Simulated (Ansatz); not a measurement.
# YLuSeO2: complex band structure

Aim: relax a made-up compound, YLuSeO2, and see how good a tunnel barrier it would be. It is built by putting Y for part of the Lu in the Lu2SeO2 structure of space group P-3m1, with the volume rescaled by atomic radii. The parent structure comes from the Materials Project.

Calculated with Ansatz 0.2.0; PBEsol DFT, plane waves, PAW files, in the first sound run; inputs show where later runs differ.

The structure was built from a prototype and need not be the compound's stable phase.

**1. Starting point**

Symmetry: P3m1, No. 156, trigonal system. The conventional cell has a = 3.728 Å, b = 3.728 Å, c = 6.669 Å, α = 90.00°, β = 90.00°, γ = 120.00°. Nearest to Lu lie 4 O at 2.21 to 2.22 Å and 3 Se at 2.91 Å. Nearest to Y lie 4 O at 2.21 to 2.22 Å and 3 Se at 2.91 Å. Nearest to Se lie 3 Lu at 2.91 Å and 3 Y at 2.91 Å. O has 1 Lu at 2.21 Å and 3 Y at 2.22 Å nearest. Nearest to O lie 1 Y at 2.21 Å and 3 Lu at 2.22 Å. It derives from Lu2SeO2. Y for part of the Lu in the Lu2SeO2 structure of space group P-3m1. Farther neighbours and most contacts between anions are not listed.

**2. Relaxing the new crystal**

The substituted atoms don't fit the parent's cell, so cell and atoms relax together. A small smearing keeps the run stable in case the gap closes on the way.

input.yaml

```yaml
crystal:
  lattice:
    - [3.7282922846, 0.0, 0.0]
    - [-1.8641461423, 3.2287958312, 0.0]
    - [0.0, 0.0, 6.6686805483]
  atoms:
    - { symbol: Lu, position: [0.3333333333, 0.6666666667, 0.29320408] }
    - { symbol: "Y", position: [0.6666666667, 0.3333333333, 0.70679592] }
    - { symbol: Se, position: [0.0, 0.0, 0.0] }
    - { symbol: O, position: [0.3333333333, 0.6666666667, 0.62510293] }
    - { symbol: O, position: [0.6666666667, 0.3333333333, 0.37489707] }
kpoints:
  mp_grid: { grid: [6, 6, 4] }
scf:
  occupations: { method: gaussian, width: 0.03 }
hamiltonian:
  xc: pbesol
output:
  forces: true
  stress: true
relax:
  f_tol: 0.02
  max_steps: 60
  cell: {}
```

Command:

```
$ ansatz run input.yaml --threads 2 --pin off --max-ram 4096MiB --backend cpu --events-out ev --progress --plain --runs-dir out
```

Numbers of over 12 decimals in the logs are rounded to 6 here.

Log:

```text
Engine: ansatz 0.2.0, x86_64-unknown-linux-gnu
Pseudopotentials: kind: paw
Pseudopotential: Lu, paw, valence charge 25, recommended cutoff 420 eV (normal), Lu.paw.azcp
Pseudopotential: Y, paw, valence charge 11, recommended cutoff 420 eV (normal), Y.paw.azcp
Pseudopotential: Se, paw, valence charge 16, recommended cutoff 420 eV (normal), Se.paw.azcp
Pseudopotential: O, paw, valence charge 6, recommended cutoff 420 eV (normal), O.paw.azcp
Functional definition: PBEsol
  exchange = pbesol_x
  correlation = pbesol_c
Crystal: 5 atoms, lattice volume = 80.277 Å³
Basis set: ecut = 420 eV, 1583 PW (Γ), exchange–correlation on 50×50×90 points (8 copies of the dense FFT grid, shifted against one another)
Bands: 39, of which v1, the nominal top of the filled ones, is band 32 counted from 1 (31 counted from 0)
Symmetry: 6 space group operations
Space group: P3m1 (ITA 156), of the structure as read, at distance tolerance 4.3e-5 Å
k-points: 24 of 144 (time reversal used)
Non-local potential: Lu, projectors of the file, l = 0: 3, l = 1: 2, l = 2: 2, l = 3: 3
Non-local potential: Y, projectors of the file, l = 0: 3, l = 1: 2, l = 2: 2, l = 3: 1
Non-local potential: Se, projectors of the file, l = 0: 2, l = 1: 2, l = 2: 3, l = 3: 1
Non-local potential: O, projectors of the file, l = 0: 2, l = 1: 2, l = 2: 1
PAW form: soft (Blöchl's): semilocal exchange-correlation on the pseudo side does not see the compensation charge
PAW frozen core: Lu, regenerated for the run's functional, and the local potential with it (the file was generated under x = pbe(κ = 0.804, μ = 0.219515), c = pbe(β = 0.066725))
PAW frozen core: Y, regenerated for the run's functional, and the local potential with it (the file was generated under x = pbe(κ = 0.804, μ = 0.219515), c = pbe(β = 0.066725))
PAW frozen core: Se, regenerated for the run's functional, and the local potential with it (the file was generated under x = pbe(κ = 0.804, μ = 0.219515), c = pbe(β = 0.066725))
PAW frozen core: O, regenerated for the run's functional, and the local potential with it (the file was generated under x = pbe(κ = 0.804, μ = 0.219515), c = pbe(β = 0.066725))
PAW one-centre angular grid: Lu, 590 points (default); XC on 64 Gauss nodes
PAW one-centre angular grid: Y, 590 points (default); XC on 64 Gauss nodes
PAW one-centre angular grid: Se, 590 points (default); XC on 64 Gauss nodes
PAW one-centre angular grid: O, 110 points (default); XC on 64 Gauss nodes
Initial density: superposition of atomic densities (neutral atoms: chi_scale 0, normalization atom), corrected by the library's trained network
Initial wavefunctions: pseudopotential atomic-orbital guess
Functional: x = pbesol(κ = 0.804, μ = 0.123457), c = pbesol(β = 0.046)
SCF iter   1: F=—  HF=-24963.038454 eV  |F-HF|=—  |Δ(HF+E_count)|=         —  Δρ=1.31e-2  dr2=1.24e-1  ethr=1.77e-3  ⟨swp⟩=6.3  Hψ=4143  notcnv=0  defer=3
preconditioner: auto → Resta (q_TF=auto, 2.627 Å⁻¹)  ε∞=5.1  [insulator: Δε(μ)=1.859 eV  Ē_g=14.545 eV  σ=0.030 eV  W_gap=1.00  n_scr=22 (ndim 8)  ℏωp=29.3 eV  f_vac=0.026  D(μ)=0.00/eV (n_scr^D=0)  ε∞_Penn≈5.1]
SCF iter   2: F=—  HF=-24963.008083 eV  |F-HF|=—  |Δ(HF+E_count)|=   3.04e-2  Δρ=3.15e-3  dr2=4.35e-3  ethr=1.94e-4  ⟨swp⟩=3.3  Hψ=2139  notcnv=0  defer=43
SCF iter   3: F=—  HF=-24963.007725 eV  |F-HF|=—  |Δ(HF+E_count)|=   3.59e-4  Δρ=1.40e-3  dr2=9.49e-4  ethr=6.80e-6  ⟨swp⟩=2.0  Hψ=1378  notcnv=0  defer=43
SCF iter   4: F=—  HF=-24963.007807 eV  |F-HF|=—  |Δ(HF+E_count)|=   8.21e-5  Δρ=3.14e-4  dr2=9.36e-5  ethr=1.48e-6  ⟨swp⟩=2.0  Hψ=1643  notcnv=0  defer=43
SCF iter   5: F=—  HF=-24963.007769 eV  |F-HF|=—  |Δ(HF+E_count)|=   3.78e-5  Δρ=1.42e-4  dr2=1.53e-5  ethr=1.46e-7  ⟨swp⟩=3.6  Hψ=2390  notcnv=0  defer=43
SCF iter   6: F=—  HF=-24963.007691 eV  |F-HF|=—  |Δ(HF+E_count)|=   7.78e-5  Δρ=8.34e-5  dr2=4.13e-6  ethr=2.40e-8  ⟨swp⟩=3.0  Hψ=1885  notcnv=0  defer=43
SCF iter   7: F=—  HF=-24963.007692 eV  |F-HF|=—  |Δ(HF+E_count)|=   6.50e-7  Δρ=3.13e-5  dr2=7.40e-7  ethr=6.45e-9  ⟨swp⟩=2.0  Hψ=1500  notcnv=0  defer=43
SCF iter   8: F=—  HF=-24963.007692 eV  |F-HF|=—  |Δ(HF+E_count)|=   2.99e-7  Δρ=1.24e-5  dr2=1.10e-7  ethr=1.16e-9  ⟨swp⟩=2.0  Hψ=1448  notcnv=0  defer=43
SCF iter   9: F=-24963.007692 eV  HF=-24963.007692 eV  |F-HF|=7.64e-10  |Δ(HF+E_count)|=   1.45e-8  Δρ=5.69e-6  dr2=2.22e-8  ethr=1.56e-10  ⟨swp⟩=6.0  Hψ=4578  notcnv=0
SCF 1 converged in 9 iterations: F = -24963.007692 eV  dr2 = 2.22e-8
  greatest PAW one-centre occupation: 1.000 electrons in one spin orbital (limit 2), on the Se atom at site 2 (counted from 0), in its partial waves of l = 2
relax step   1: F+E_penalty+E_count = -24963.00769199 eV  Δ(F+E_penalty+E_count) = +0.000e0 eV  max|allowed force component| = 6.205e-1 eV/Å  Δτ_max = 0.0000 Å  P = +3.168 GPa  Ω = 80.277 Å³  (9 SCF iters, dr2 threshold 1.00e-7 eV, accepted)
Crystal: 5 atoms, lattice volume = 82.180 Å³
Basis set: ecut = 420 eV, 1607 PW (Γ), exchange–correlation on 50×50×90 points (8 copies of the dense FFT grid, shifted against one another)
Initial density: handed on by an earlier stage of this run
Initial wavefunctions: those handed on with the density
iter 1 solved again at ethr=1.01e-4 eV; its pass at ethr=3.10e-3 eV (dr2=6.48e-2 eV) is discarded
SCF iter   1: F=—  HF=-24963.020315 eV  |F-HF|=—  |Δ(HF+E_count)|=         —  Δρ=9.93e-3  dr2=6.70e-2  ethr=1.01e-4  ⟨swp⟩=2.4  Hψ=6243  notcnv=0
preconditioner: auto → Resta (q_TF=auto, 2.617 Å⁻¹)  ε∞=5.0  [insulator: Δε(μ)=2.212 eV  Ē_g=14.421 eV  σ=0.030 eV  W_gap=1.00  n_scr=22 (ndim 8)  ℏωp=29.0 eV  f_vac=0.032  D(μ)=0.00/eV (n_scr^D=0)  ε∞_Penn≈5.0]
SCF iter   2: F=—  HF=-24963.001606 eV  |F-HF|=—  |Δ(HF+E_count)|=   1.87e-2  Δρ=4.24e-3  dr2=1.19e-2  ethr=1.01e-4  ⟨swp⟩=4.2  Hψ=1918  notcnv=0
SCF iter   3: F=—  HF=-24962.998237 eV  |F-HF|=—  |Δ(HF+E_count)|=   3.37e-3  Δρ=1.63e-3  dr2=1.65e-3  ethr=1.85e-5  ⟨swp⟩=3.7  Hψ=2043  notcnv=0
SCF iter   4: F=—  HF=-24962.998148 eV  |F-HF|=—  |Δ(HF+E_count)|=   8.90e-5  Δρ=7.10e-4  dr2=3.33e-4  ethr=2.58e-6  ⟨swp⟩=3.5  Hψ=2399  notcnv=0
SCF iter   5: F=—  HF=-24962.998195 eV  |F-HF|=—  |Δ(HF+E_count)|=   4.70e-5  Δρ=2.21e-4  dr2=4.46e-5  ethr=5.21e-7  ⟨swp⟩=2.0  Hψ=1421  notcnv=0
SCF iter   6: F=—  HF=-24962.998208 eV  |F-HF|=—  |Δ(HF+E_count)|=   1.35e-5  Δρ=1.24e-4  dr2=1.32e-5  ethr=6.97e-8  ⟨swp⟩=2.9  Hψ=2251  notcnv=0
SCF iter   7: F=—  HF=-24962.998205 eV  |F-HF|=—  |Δ(HF+E_count)|=   2.86e-6  Δρ=5.01e-5  dr2=2.33e-6  ethr=2.06e-8  ⟨swp⟩=3.0  Hψ=1961  notcnv=0
[...]
SCF iter   7: F=—  HF=-24963.039408 eV  |F-HF|=—  |Δ(HF+E_count)|=   1.32e-6  Δρ=2.25e-5  dr2=4.30e-7  ethr=3.11e-9  ⟨swp⟩=3.0  Hψ=2026  notcnv=0
SCF iter   8: F=—  HF=-24963.039408 eV  |F-HF|=—  |Δ(HF+E_count)|=   8.72e-9  Δρ=1.02e-5  dr2=1.17e-7  ethr=6.72e-10  ⟨swp⟩=2.0  Hψ=1685  notcnv=0
SCF iter   9: F=—  HF=-24963.039408 eV  |F-HF|=—  |Δ(HF+E_count)|=   3.47e-8  Δρ=5.32e-6  dr2=2.53e-8  ethr=1.83e-10  ⟨swp⟩=2.1  Hψ=1739  notcnv=0
SCF iter  10: F=—  HF=-24963.039408 eV  |F-HF|=—  |Δ(HF+E_count)|=   2.50e-9  Δρ=2.59e-6  dr2=5.20e-9  ethr=3.96e-11  ⟨swp⟩=2.0  Hψ=1683  notcnv=0
SCF iter  11: F=—  HF=-24963.039408 eV  |F-HF|=—  |Δ(HF+E_count)|=  6.55e-11  Δρ=9.37e-7  dr2=4.62e-10  ethr=8.12e-12  ⟨swp⟩=2.6  Hψ=1823  notcnv=0
SCF iter  12: F=—  HF=-24963.039408 eV  |F-HF|=—  |Δ(HF+E_count)|=  1.67e-10  Δρ=3.45e-7  dr2=9.66e-11  ethr=1.00e-12  ⟨swp⟩=2.8  Hψ=1756  notcnv=0
SCF iter  13: F=—  HF=-24963.039408 eV  |F-HF|=—  |Δ(HF+E_count)|=  1.46e-11  Δρ=2.89e-7  dr2=5.68e-11  ethr=1.00e-12  ⟨swp⟩=6.8  Hψ=4902  notcnv=0
SCF iter  14: F=-24963.039408 eV  HF=-24963.039408 eV  |F-HF|=3.64e-12  |Δ(HF+E_count)|=  1.09e-11  Δρ=4.20e-8  dr2=1.88e-12  ethr=1.00e-12  ⟨swp⟩=6.0  Hψ=4445  notcnv=0
SCF 3 converged in 14 iterations: F = -24963.039408 eV  dr2 = 1.88e-12
relax step   3: F+E_penalty+E_count = -24963.03940826 eV  Δ(F+E_penalty+E_count) = -3.172e-2 eV  max|allowed force component| = 1.079e-1 eV/Å  Δτ_max = 0.0360 Å  P = +0.025 GPa  Ω = 81.807 Å³  energy of the carried Pulay correction = -3.392e-3 eV  (14 SCF iters, accepted)
[...]
relax step   4: F+E_penalty+E_count = -24963.04062599 eV  Δ(F+E_penalty+E_count) = -1.218e-3 eV  max|allowed force component| = 3.906e-2 eV/Å  Δτ_max = 0.0075 Å  P = +0.008 GPa  Ω = 81.824 Å³  energy of the carried Pulay correction = -3.430e-3 eV  (5 SCF iters, dr2 threshold 5.00e-7 eV, accepted)
[...]
relax step   5: F+E_penalty+E_count = -24963.04078434 eV  Δ(F+E_penalty+E_count) = -1.584e-4 eV  max|allowed force component| = 1.162e-2 eV/Å  Δτ_max = 0.0023 Å  P = +0.002 GPa  Ω = 81.813 Å³  energy of the carried Pulay correction = -3.404e-3 eV  (5 SCF iters, dr2 threshold 9.53e-8 eV, accepted)
[...]
relax step   6: F+E_penalty+E_count = -24963.04076457 eV  Δ(F+E_penalty+E_count) = +1.976e-5 eV  max|allowed force component| = 9.358e-3 eV/Å  Δτ_max = 0.0011 Å  P = -0.023 GPa  Ω = 81.826 Å³  energy of the carried Pulay correction = -3.434e-3 eV  (5 SCF iters, dr2 threshold 9.35e-9 eV, accepted)
[...]
relax step   7: F+E_penalty+E_count = -24963.04468181 eV  Δ(F+E_penalty+E_count) = -3.917e-3 eV  max|allowed force component| = 9.423e-3 eV/Å  Δτ_max = 0.0000 Å  P = +0.051 GPa  Ω = 81.826 Å³  stress off target by 5.14e-2 GPa  SCF on the basis re-selected at this cell (its energy is not comparable with the rows above)  (7 SCF iters)
[...]
relax step   8: F+E_penalty+E_count = -24963.04462262 eV  Δ(F+E_penalty+E_count) = +5.920e-5 eV  max|allowed force component| = 3.008e-3 eV/Å  Δτ_max = 0.0004 Å  P = -0.004 GPa  Ω = 81.857 Å³  energy of the carried Pulay correction = -6.610e-5 eV  (6 SCF iters, dr2 threshold 6.60e-9 eV, accepted)
iter 1 solved again at ethr=1.08e-7 eV; its pass at ethr=3.10e-3 eV (dr2=6.91e-5 eV) is discarded
SCF iter   1: F=—  HF=-24963.044687 eV  |F-HF|=—  |Δ(HF+E_count)|=         —  Δρ=5.60e-6  dr2=1.15e-8  ethr=1.08e-7  ⟨swp⟩=4.5  Hψ=7761  notcnv=0
eigensolver tolerance schedule: the retry pair's looser diagonalisation over-reported the residual by 5989.28 of it (diagonalisation noise at 0.26 of the residual, at the tolerance the schedule requests for it); recorded, not acted on — ethr = c·dr2/N_el stays at c = 1.0e-1
preconditioner: auto → Resta (q_TF=auto, 2.619 Å⁻¹)  ε∞=5.0  [insulator: Δε(μ)=2.038 eV  Ē_g=14.482 eV  σ=0.030 eV  W_gap=1.00  n_scr=22 (ndim 8)  ℏωp=29.0 eV  f_vac=0.028  D(μ)=0.00/eV (n_scr^D=0)  ε∞_Penn≈5.0]
SCF iter   2: F=—  HF=-24963.044681 eV  |F-HF|=—  |Δ(HF+E_count)|=   6.12e-6  Δρ=4.38e-6  dr2=8.06e-9  ethr=1.80e-11  ⟨swp⟩=4.0  Hψ=3203  notcnv=0
SCF iter   3: F=—  HF=-24963.044681 eV  |F-HF|=—  |Δ(HF+E_count)|=   2.41e-9  Δρ=2.64e-6  dr2=2.63e-9  ethr=1.26e-11  ⟨swp⟩=2.4  Hψ=1722  notcnv=0
SCF iter   4: F=—  HF=-24963.044681 eV  |F-HF|=—  |Δ(HF+E_count)|=  7.28e-10  Δρ=1.02e-6  dr2=6.91e-10  ethr=4.12e-12  ⟨swp⟩=2.0  Hψ=1655  notcnv=0
SCF iter   5: F=—  HF=-24963.044681 eV  |F-HF|=—  |Δ(HF+E_count)|=  7.28e-11  Δρ=4.90e-7  dr2=2.06e-10  ethr=1.08e-12  ⟨swp⟩=3.0  Hψ=2168  notcnv=0
SCF iter   6: F=—  HF=-24963.044681 eV  |F-HF|=—  |Δ(HF+E_count)|=  3.64e-12  Δρ=3.61e-7  dr2=7.84e-11  ethr=1.00e-12  ⟨swp⟩=2.0  Hψ=1233  notcnv=0
SCF iter   7: F=-24963.044681 eV  HF=-24963.044681 eV  |F-HF|=3.27e-11  |Δ(HF+E_count)|=  2.55e-11  Δρ=2.98e-7  dr2=3.46e-11  ethr=1.00e-12  ⟨swp⟩=6.0  Hψ=4409  notcnv=0
SCF 9 converged in 7 iterations: F = -24963.044681 eV  dr2 = 3.46e-11
relax step   9: F+E_penalty+E_count = -24963.04468050 eV  Δ(F+E_penalty+E_count) = -5.789e-5 eV  max|allowed force component| = 3.029e-3 eV/Å  Δτ_max = 0.0000 Å  P = -0.004 GPa  Ω = 81.857 Å³  stress off target by 6.04e-3 GPa  SCF on the basis re-selected at this cell (its energy is not comparable with the rows above)  (7 SCF iters)
basis re-selected at this cell: Δ(F+E_penalty+E_count) = -5.789e-5 eV, ΔP = +0.001 GPa vs the last step (what re-selecting the basis moved, of the pressure what is left beyond the Pulay correction that the steps carried, after the strain that the cell walked since its last selection, with what the two solves' SCF thresholds leave and, on support functions, any second-order correction that the steps lacked; it is no m [...]
SCF converged after 7 iterations
Free energy (F): -24963.044681 eV
Harris-Foulkes:  -24963.044681 eV  (|F-HF|=3.27e-11)
Internal energy: -24963.044681 eV  (E = F + TS)
E sigma→0 (E₀):  -24963.044681 eV
Fermi energy:    13.145162 eV
--- Per-component energies (eV) ---
  E_band       = -365.711970
  E_kinetic    = 1199.226730
  E_local      = -10688.996969  (includes V_loc(G=0)·N_el)
  E_nonlocal   = 135.780846
  E_hartree    = 4646.306431
  E_xc         = -642.762694
  E_vxc        = -748.119597  (∫ρ·V_xc dr)
  E_paw        = -12200.130036  (= ΣΔE_a)
  E_vpaw       = 443.779664  (= ΣTr[D̂ρ^β])
  E_aug_tail   = 0.004218  (compensation charges beyond the density's cutoff)
  E_ewald      = -7414.893173
  E_core_change = 2.419967  (= ΣΔE_core)
  E_smearing   = -0.000000  (= −TS)
  E_closure    = -0.000000  (closes the sum)
  Σ components = -24963.044681   (vs F -24963.044681, Δ=0.00e0)
--- Forces (eV/Å), atoms counted from 1 ---
  atom   1  Lu     0.00000000     0.00000000     0.00302922
  atom   2  Y      0.00000000    -0.00000000    -0.00196986
  atom   3  Se     0.00000000     0.00000000     0.00241530
  atom   4  O      0.00000000     0.00000000    -0.00087120
  atom   5  O     -0.00000000    -0.00000000    -0.00260023
  max |Σ_I F_I| component: 3.24e-6 eV/Å
--- Stress (GPa, compression-positive) ---
       -0.002448       0.000000       0.000000
        0.000000      -0.002448       0.000000
        0.000000       0.000000      -0.006042
  P = ⅓ Tr σ = -0.0036 GPa (-0.036 kbar)
--- Relaxed structure (7 steps of the walk, 6 accepted, 2 SCFs on fresh bases) ---
  F+E_penalty+E_count = -24963.04468050 eV   max|allowed force component| = 3.029e-3 eV/Å   (the final SCF, on the basis selected at the relaxed cell)
  cell:  # Å, volume = 81.8565 Å³
    - [3.758620, 0, 1.5761226618317433e-18]
    - [-1.879310, 3.255061, -7.88061330915877e-19]
    - [2.8191616253110254e-18, 0, 6.690612]
  atoms:
    - { symbol: Lu, position: [0.333333, 0.666667, 0.291746] }
    - { symbol: Y, position: [0.666667, 0.333333, 0.710066] }
    - { symbol: Se, position: [2.9186171214581103e-19, 0, 0.00440918] }
    - { symbol: O, position: [0.333333, 0.666667, 0.623035] }
    - { symbol: O, position: [0.666667, 0.333333, 0.370744] }
```

It took 13 s on 2 threads of AMD EPYC 9R45, shared host; peak memory 0.48 GiB; 26 s of CPU time.

Relaxation path:

```
step  energy less that of the first step (eV)  largest force component (eV/Å)  pressure (GPa)  volume (Å³)
   1                                   0.0000                          0.6205            3.17        80.28
   2                                   0.0095                          0.8491           -0.62        82.18
   3                                  -0.0317                          0.1079            0.02        81.81
   4                                  -0.0329                          0.0391            0.01        81.82
   5                                  -0.0331                          0.0116            0.00        81.81
   6                                  -0.0331                          0.0094           -0.02        81.83
  7*                                  -0.0370                          0.0094            0.05        81.83
   8                                  -0.0369                          0.0030            0.00        81.86
  9*                                  -0.0370                          0.0030            0.00        81.86
```

Relaxation steps marked * repeat the geometry before them on a plane-wave basis chosen anew for their cell, so energy and pressure can jump there. Relaxation step 2 was tried and not accepted.

Forces are held to the 6 operations that the run works with; a distortion that breaks them can't arise in this run.

```
conventional cell, symmetrised  before  after  change
                         a (Å)   3.728  3.759  +0.8 %
                         b (Å)   3.728  3.759  +0.8 %
                         c (Å)   6.669  6.691  +0.3 %
              volume (Å³/atom)   16.06  16.37  +2.0 %
```

The atoms that moved most (Å, as changes of fractional coordinates times the final cell):

| atom | dx | dy | dz | length |
| --- | --- | --- | --- | --- |
| Se3 | 0.000 | 0.000 | 0.030 | 0.030 |
| O5 | 0.000 | 0.000 | -0.028 | 0.028 |
| Y2 | 0.000 | 0.000 | 0.022 | 0.022 |
| O4 | 0.000 | 0.000 | -0.014 | 0.014 |
| Lu1 | 0.000 | 0.000 | -0.010 | 0.010 |

The relaxed structure:

```
Lu Y Se O
1.0
     3.75862    0.00000    0.00000
    -1.87931    3.25506    0.00000
     0.00000    0.00000    6.69061
Lu Y Se O
1 1 1 2
Direct
  0.33333 0.66667 0.29175
  0.66667 0.33333 0.71007
  0.00000 0.00000 0.00441
  0.33333 0.66667 0.62304
  0.66667 0.33333 0.37074
```

Numbers from this step:

| Property | Result |
| --- | --- |
| free energy | -24963.0447 eV |
| Fermi energy | 13.15 eV |
| pressure | -0.003646 GPa |

The largest force component on a free atom ends at 0.0030 eV/Å.

(Continued in part 2 of 4.)

[Logs are printed without paths, hosts, clocks, repeated set-up lines and the standing remarks that a program may print on its own settings, such as how far it seeks lower states.]

[Hosts, paths, dates, database ids (printed as entryN), source tags and the programs' standing remarks are cut or masked in the printed files.]
